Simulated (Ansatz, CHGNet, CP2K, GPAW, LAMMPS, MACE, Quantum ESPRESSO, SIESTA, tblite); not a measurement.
# Which run comes nearest? Amorphous polyacrylonitrile (as short chains C14N4H18) at 360 K (108 atoms)

Density of this cell: 1.09 g/cm³. The cell holds 108 atoms: 42 C, 12 N and 54 H. Its edges and angles: a = 10.346 Å, b = 10.346 Å, c = 10.346 Å, α = 90.0°, β = 90.0°, γ = 90.0°. 3 polyacrylonitrile chains of 4 units with methyl end groups placed at random, at 1.09 g/cm³; overlaps pushed apart, then 20 ps at 800 K with MMFF94 bonds, angles, torsions, charges and radii (Halgren, J. Comput. Chem. 17, 490 (1996)) in harmonic and 12-6 forms. Snapshot after 30 ps at 360 K and fixed volume.

Geometry: as built.

The reference, a calculation:

```
method                                           : Kohn-Sham DFT, PBE, PAW, plane waves (Ansatz 0.2.0); cutoff 420 eV, Γ point, fermi-dirac smearing of 0.05 eV; PAW set soft_2
r.m.s. force component                           : 1.196 eV/Å
longest force                                    : 5.414 eV/Å
pressure                                         : 3.184 GPa
gap (highest filled to lowest empty level) : 5.883 eV
SCF cycles                                       : 10
time                                             : 9.2 s on 4 threads of Arm Neoverse V2, shared host
CPU time                                         : 33 s
```

Runs, in no order:
A. CHGNet 0.3.0 potential: machine-learned interatomic potential CHGNet 0.3.0, trained on PBE(+U) plane-wave data
B. QE PBE, gbrv-1.5, 40/200 Ry: Kohn-Sham DFT, PBE, GBRV 1.5 ultrasoft pseudopotentials, plane waves
C. QE PBE, sssp-1.3.0-efficiency, 60/480 Ry: Kohn-Sham DFT, PBE, SSSP efficiency 1.3.0 pseudopotentials, plane waves
D. tblite GFN1-xTB: GFN1-xTB tight binding, diagonalisation
E. SIESTA PBE, DZ, shift 0.01 Ry, mesh 500 Ry: Kohn-Sham DFT, PBE, PseudoDojo 0.4.1 norm-conserving pseudopotentials (converted to PSML), numerical atomic orbitals (DZ), diagonalisation

Q: Order them from the smallest to the largest r.m.s. force difference.

C, B, A, D, E.

```
                                          run  Δ force, r.m.s. (meV/Å)  share of r.m.s. force (%)  CPU time
  C. QE PBE, sssp-1.3.0-efficiency, 60/480 Ry                     41.0                       3.42   3.6 min
               B. QE PBE, gbrv-1.5, 40/200 Ry                      168                       14.0      85 s
                    A. CHGNet 0.3.0 potential                      267                       22.3     3.9 s
                           D. tblite GFN1-xTB                      443                       37.1       2 s
E. SIESTA PBE, DZ, shift 0.01 Ry, mesh 500 Ry                      930                       77.7      90 s
```

Periodic xTB results under one method name differ between programs and library versions. Machine-learned potentials mimic data converged in k, so the reference's own k-point error enters their differences. The network of contacts between molecules at the start is that of the classical potential that made the cell, and needn't be the one that DFT or experiment would give. The electronic-structure runs sample only Γ, in a cell whose shortest periodic width is 10 Å.

[Logs are printed without paths, hosts, clocks, repeated set-up lines and the standing remarks that a program may print on its own settings, such as how far it seeks lower states.]

[Hosts, paths, dates, database ids (printed as entryN), source tags and the programs' standing remarks are cut or masked in the printed files.]

[The MMFF94 radii named for the starting cell were scaled by 0.96; in molecules described by MMFF94, hydrogen bound to N, O or S took a small fixed 12-6 site in their place.]
